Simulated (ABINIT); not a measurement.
## Quasiparticle gap of CsH (Pm-3m) in ABINIT

Aim: the G0W0 gap of CsH (Pm-3m) on LDA, step by step.

Main program and level: ABINIT 10.8.3; LDA and many-body steps on it, plane waves.

This is a report of a sequence of runs, with the program logs left out and the cost of each run kept.

## Step 1: Starting point

The structure is cubic, space group Pm-3m (No. 221). The conventional cell has a = 3.818 Å, b = 3.818 Å, c = 3.818 Å, α = 90.00°, β = 90.00°, γ = 90.00°. Nearest to Cs lie 8 H at 3.31 Å. Nearest to H lie 8 Cs at 3.31 Å. Farther neighbours, and contacts between anions beyond the nearest, are not listed.

The cell and positions are those that the Materials Project relaxed with its own functionals (PBE, PBE+U or r2SCAN), kept fixed.

## Step 2: Ground state

This step: ABINIT 10.8.3; DFT, LDA, plane waves, norm-conserving pseudopotentials.

The ground-state density comes first.

Contents of run.abi:

```
acell 3*1.0 Angstrom
rprim 
  3.818408540000 0.000000000000 0.000000000000
  0.000000000000 3.818408540000 0.000000000000
  0.000000000000 0.000000000000 3.818408540000
ntypat 2
znucl 55 1
natom 2
typat 1 2
xred 
  0.000000000000 0.000000000000 0.000000000000
  0.500000000000 0.500000000000 0.500000000000
pp_dirpath "pseudos"
pseudos "Cs.upf, H.upf"
ecut 31
ngkpt 6 6 6
nshiftk 1
shiftk 0 0 0
kptopt 1
chksymbreak 0
nband 10
occopt 1
tolvrs 1e-10
nstep 60
prtwf 0
optforces 0
optstress 0
indata_prefix "in"
outdata_prefix "out"
tmpdata_prefix "tmp"
```

The run is started by

```bash
> OMP_NUM_THREADS=1 mpirun -n 4 abinit run.abi > log
```

Elapsed: 10 s, on 4 MPI ranks of Arm Neoverse N1, shared host; peak memory 0.3 GiB; 40 s of CPU time.

This step gave:

| Item | Value |
| --- | --- |
| total energy | -653.8213 eV |
| gap | 2.297 eV |
| k of the valence top | 0.5, 0.5, 0.5 |
| k of the conduction bottom | 0.5, 0, 0 |
| least direct gap | 2.488 eV |

The gap is indirect, with the least direct gap 0.19 eV higher.

## Step 3: Bands along the symmetry lines

The cheap functional maps the bands first; the places of the edges decide which points the dearer methods must see.

Contents of run.abi:

```
acell 3*1.0 Angstrom
rprim 
  3.818408540000 0.000000000000 0.000000000000
  0.000000000000 3.818408540000 0.000000000000
  0.000000000000 0.000000000000 3.818408540000
ntypat 2
znucl 55 1
natom 2
typat 1 2
xred 
  0.000000000000 0.000000000000 0.000000000000
  0.500000000000 0.500000000000 0.500000000000
pp_dirpath "pseudos"
pseudos "Cs.upf, H.upf"
ecut 31
iscf -2
irdden 1
kptopt 0
nkpt 50
kpt 
  0.00000000 0.00000000 0.00000000
  0.00000000 0.06250000 0.00000000
  0.00000000 0.12500000 0.00000000
  0.00000000 0.18750000 0.00000000
  0.00000000 0.25000000 0.00000000
  0.00000000 0.31250000 0.00000000
  0.00000000 0.37500000 0.00000000
  0.00000000 0.43750000 0.00000000
  0.00000000 0.50000000 0.00000000
  0.06250000 0.50000000 0.00000000
  0.12500000 0.50000000 0.00000000
  0.18750000 0.50000000 0.00000000
  0.25000000 0.50000000 0.00000000
  0.31250000 0.50000000 0.00000000
  0.37500000 0.50000000 0.00000000
  0.43750000 0.50000000 0.00000000
  0.50000000 0.50000000 0.00000000
  0.43750000 0.43750000 0.00000000
  0.37500000 0.37500000 0.00000000
  0.31250000 0.31250000 0.00000000
  0.25000000 0.25000000 0.00000000
  0.18750000 0.18750000 0.00000000
  0.12500000 0.12500000 0.00000000
  0.06250000 0.06250000 0.00000000
  0.00000000 0.00000000 0.00000000
  0.06250000 0.06250000 0.06250000
  0.12500000 0.12500000 0.12500000
  0.18750000 0.18750000 0.18750000
  0.25000000 0.25000000 0.25000000
  0.31250000 0.31250000 0.31250000
  0.37500000 0.37500000 0.37500000
  0.43750000 0.43750000 0.43750000
  0.50000000 0.50000000 0.50000000
  0.43750000 0.50000000 0.43750000
  0.37500000 0.50000000 0.37500000
  0.31250000 0.50000000 0.31250000
  0.25000000 0.50000000 0.25000000
  0.18750000 0.50000000 0.18750000
  0.12500000 0.50000000 0.12500000
  0.06250000 0.50000000 0.06250000
  0.00000000 0.50000000 0.00000000
  0.50000000 0.50000000 0.50000000
  0.50000000 0.50000000 0.43750000
  0.50000000 0.50000000 0.37500000
  0.50000000 0.50000000 0.31250000
  0.50000000 0.50000000 0.25000000
  0.50000000 0.50000000 0.18750000
  0.50000000 0.50000000 0.12500000
  0.50000000 0.50000000 0.06250000
  0.50000000 0.50000000 0.00000000
istwfk *1
nband 12
nbdbuf 2
tolwfr 1e-08
nstep 40
prtwf 0
prtvol 0
indata_prefix "in"
outdata_prefix "out"
tmpdata_prefix "tmp"
```

Elapsed: 19 s, on 4 MPI ranks; peak memory 0.29 GiB.

This step gave:

```
gap                        : 2.297 eV
k of the valence top       : 0.5, 0.5, 0.5
k of the conduction bottom : 0, 0.5, 0
least direct gap           : 2.488 eV
```

The gap is 2.297 eV, as in the run before at this level.

Electronic bands along the path, in eV, zero at the top of the highest filled band; v1 is the highest filled band, c1 the lowest empty one:

| point | v4 | v3 | v2 | v1 | c1 | c2 | c3 | c4 |
| --- | --- | --- | --- | --- | --- | --- | --- | --- |
| Γ | -7.92 | -7.92 | -7.92 | -2.11 | 3.11 | 3.11 | 6.97 | 9.38 |
| halfway | -8.78 | -7.84 | -7.84 | -1.28 | 3.45 | 3.53 | 6.60 | 6.95 |
| X | -9.47 | -7.75 | -7.75 | -0.26 | 2.30 | 3.91 | 5.92 | 5.92 |
| halfway | -9.32 | -8.51 | -7.68 | -0.77 | 3.29 | 5.31 | 5.33 | 6.31 |
| M | -9.15 | -9.15 | -7.61 | -1.31 | 4.14 | 6.24 | 6.43 | 6.43 |
| halfway | -8.71 | -8.59 | -7.76 | -0.93 | 3.35 | 5.05 | 5.57 | 7.02 |
| Γ | -7.92 | -7.92 | -7.92 | -2.11 | 3.11 | 3.11 | 6.97 | 9.38 |
| halfway | -8.62 | -8.49 | -8.49 | -0.77 | 4.46 | 4.46 | 5.72 | 6.19 |
| R | -8.92 | -8.92 | -8.92 | 0.00 | 2.49 | 2.49 | 2.49 | 10.75 |
| halfway | -9.18 | -8.44 | -8.39 | -0.73 | 3.61 | 4.13 | 6.10 | 6.19 |
| X | -9.47 | -7.75 | -7.75 | -0.26 | 2.30 | 3.91 | 5.92 | 5.92 |
| jump to R | -8.92 | -8.92 | -8.92 | 0.00 | 2.49 | 2.49 | 2.49 | 10.75 |
| halfway | -9.04 | -9.04 | -8.31 | -0.82 | 3.64 | 3.64 | 4.23 | 6.42 |
| M | -9.15 | -9.15 | -7.61 | -1.31 | 4.14 | 6.24 | 6.43 | 6.43 |

## Step 4: Empty states on the mesh, 4×4×4 mesh, 45 bands

The sums over transitions need many empty states on a uniform mesh; this step solves for them.

Contents of run.abi:

```
acell 3*1.0 Angstrom
rprim 
  3.818408540000 0.000000000000 0.000000000000
  0.000000000000 3.818408540000 0.000000000000
  0.000000000000 0.000000000000 3.818408540000
ntypat 2
znucl 55 1
natom 2
typat 1 2
xred 
  0.000000000000 0.000000000000 0.000000000000
  0.500000000000 0.500000000000 0.500000000000
pp_dirpath "pseudos"
pseudos "Cs.upf, H.upf"
ecut 31
ngkpt 4 4 4
nshiftk 1
shiftk 0 0 0
kptopt 1
chksymbreak 0
iscf -2
irdden 1
istwfk *1
nband 45
nbdbuf 4
tolwfr 1e-09
nstep 60
prtvol 0
indata_prefix "in"
outdata_prefix "out"
tmpdata_prefix "tmp"
```

Run time: 15 s. Hardware: 4 MPI ranks; peak memory 0.29 GiB.

Numbers from this step:

* gap: 2.297 eV
* k of the valence top: 0.5, 0.5, 0.5
* k of the conduction bottom: 0.5, 0, 0
* least direct gap: 2.488 eV
* k points computed: 10
* lowest point of the top converged band, above the valence top: 32.30 eV

On this mesh the gap is 2.297 eV.

## Step 5: Screening, 4×4×4 mesh, 41 bands, screening to 106.1 eV

The RPA dielectric matrix is built and inverted for each q.

This step: RPA screening on LDA, plane waves, norm-conserving pseudopotentials.

run.abi: that of step 4 with these lines changed.

```diff
@@ -20,10 +20,11 @@
 chksymbreak 0
-iscf -2
-irdden 1
 istwfk *1
-nband 45
-nbdbuf 4
-tolwfr 1e-09
-nstep 60
-prtvol 0
+occopt 1
+irdwfk 1
+optdriver 3
+nband 41
+ecuteps 3.9
+inclvkb 2
+awtr 1
+symchi 1
 indata_prefix "in"
```

The job ended after 10 s (4 MPI ranks; peak memory 0.51 GiB).

Numbers from this step:

| Quantity | Value |
| --- | --- |
| ε∞ with local fields, on this mesh | 3.834 |
| ε∞ without local fields, on this mesh | 4.357 |
| plasma frequency | 15.74 eV |
| plane waves in the screening matrix | 147 |

Local fields lower ε∞ by 12 %. On a Γ-centred mesh this coarse the value itself is usually too large, while a short band sum pulls it down.

## Step 6: Self-energy, 4×4×4 mesh, 41 bands, screening to 106.1 eV

The self-energy is evaluated for the states that the input lists, and the quasiparticle equation is solved.

This step: G0W0 on LDA, plane waves, norm-conserving pseudopotentials.

run.abi: that of step 5 with these lines changed.

```diff
@@ -23,8 +23,19 @@
 irdwfk 1
-optdriver 3
+optdriver 4
 nband 41
+gwcalctyp 0
+ecutsigx 31
+symsigma 1
+nkptgw 3
+kptgw 
+  0.5000000000 0.5000000000 0.5000000000
+  0.5000000000 0.0000000000 0.0000000000
+  0.0000000000 0.0000000000 0.0000000000
+bdgw 
+  2 8
+  3 7
+  2 7
 ecuteps 3.9
-inclvkb 2
-awtr 1
-symchi 1
+irdscr 1
+ppmodel 1
 indata_prefix "in"
```

Elapsed: 8.8 s, on 4 MPI ranks; peak memory 0.6 GiB; 35 s of CPU time.

Read from the output:

```
G0W0 gap on the mesh                         : 4.259 eV
starting gap on the mesh                     : 2.297 eV
k of the valence top                         : 0.5, 0.5, 0.5
k of the conduction bottom                   : 0.5, 0, 0
Z at the valence top                         : 0.772
Z at the conduction bottom                   : 0.827
least direct G0W0 gap on the computed points : 4.4 eV
```

The gap on the mesh goes from 2.30 eV to 4.26 eV, a correction of +1.96 eV.

Limits: finite bands, cutoff and mesh; no spin-orbit coupling; coarse k mesh. v1 is the top filled band, c1 the lowest empty one. The levels before and after the correction (eV, zero at the valence-band top of each column):

|  | conduction bottom | valence top |
| --- | --- | --- |
| Kohn-Sham | 2.30 | 0.00 |
| G0W0 | 4.26 | 0.00 |

|  | level | energy (eV) |
| --- | --- | --- |
| Kohn-Sham | (0.5 0.5 0.5) v4-v2 | -8.917 |
| Kohn-Sham | (0.5 0.5 0.5) v1 | 0.000 |
| Kohn-Sham | (0.5 0.5 0.5) c1-c3 | 2.488 |
| Kohn-Sham | (0.5 0 0) v3-v2 | -7.754 |
| Kohn-Sham | (0.5 0 0) v1 | -0.262 |
| Kohn-Sham | (0.5 0 0) c1 | 2.297 |
| Kohn-Sham | (0.5 0 0) c2 | 3.906 |
| G0W0 | (0.5 0.5 0.5) v4-v2 | -9.288 |
| G0W0 | (0.5 0.5 0.5) v1 | 0.000 |
| G0W0 | (0.5 0.5 0.5) c1-c3 | 4.400 |
| G0W0 | (0.5 0 0) v3-v2 | -8.063 |
| G0W0 | (0.5 0 0) v1 | -0.301 |
| G0W0 | (0.5 0 0) c1 | 4.259 |
| G0W0 | (0.5 0 0) c2 | 6.155 |

## Step 7: Where the time went

Times are wall times on 4 MPI ranks of Arm Neoverse N1, shared host, good to a factor of about two.

| step | time | share | memory (GiB) |
| --- | --- | --- | --- |
| ground state | 10 s | 16 % | 0.3 |
| bands along the symmetry lines | 19 s | 30 % | 0.29 |
| empty states on the mesh | 15 s | 24 % | 0.29 |
| screening | 10 s | 16 % | 0.51 |
| self-energy | 8.8 s | 14 % | 0.6 |

## Step 8: Results

| Property | Result |
| --- | --- |
| LDA gap | 2.30 eV, indirect |
| G0W0 gap on the mesh | 4.26 eV |
| GW settings | 4×4×4 mesh, 41 bands, screening to 106.1 eV, Godby-Needs plasmon pole |
| known limits | short of the basis limit; no spin-orbit coupling; coarse k mesh |

**Reading.** G0W0 moves the gap on the mesh from 2.30 eV to 4.26 eV (+1.96 eV), with Z of 0.77 and 0.83 at the edges. Local fields lower the RPA ε∞ on this mesh from 4.36 to 3.83; a Γ-centred mesh this coarse tends to raise both, most where the direct gap is narrow, while a short band sum lowers them. Bands and cutoff are finite, so the gap stands short of the basis limit, usually by up to a few tenths of an eV; the mesh is an error of its own. The 4×4×4 mesh is coarse for this cell, which bears on the long-range parts of exchange and screening. The many-body steps are scalar-relativistic: spin-orbit coupling is not in them.

[Long decimals in the printed logs are rounded to 6 places.]

[Logs are printed without paths, hosts, clocks, repeated set-up lines and the standing remarks that a program may print on its own settings, such as how far it seeks lower states.]

[Paths, hosts, dates, memory and timing lines, banners, echoed tables and standing remarks are left out of the program output; an Ansatz launch command may be rebuilt from the run's recorded settings. Measured values are a selection of at most five: reports struck by readers or far from the other reports are left out. None is set beside runs whose start may be inverted or whose files or cutoffs have a known fault.]

[Runs of the session that timed out or met a known fault of the program may be left out.]

[Hosts, paths, dates, database ids (printed as entryN), source tags and the programs' standing remarks are cut or masked in the printed files.]

[G0W0 gaps are taken among the corrected bands and points alone; a level outside them can change the order at an edge.]

[Where Ansatz stands beside ABINIT at settings called matched, ABINIT's density can come from a denser mesh and the files from another edition; pairs whose starting gaps differed by over 0.03 eV were left out, so agreement reads better than it is.]
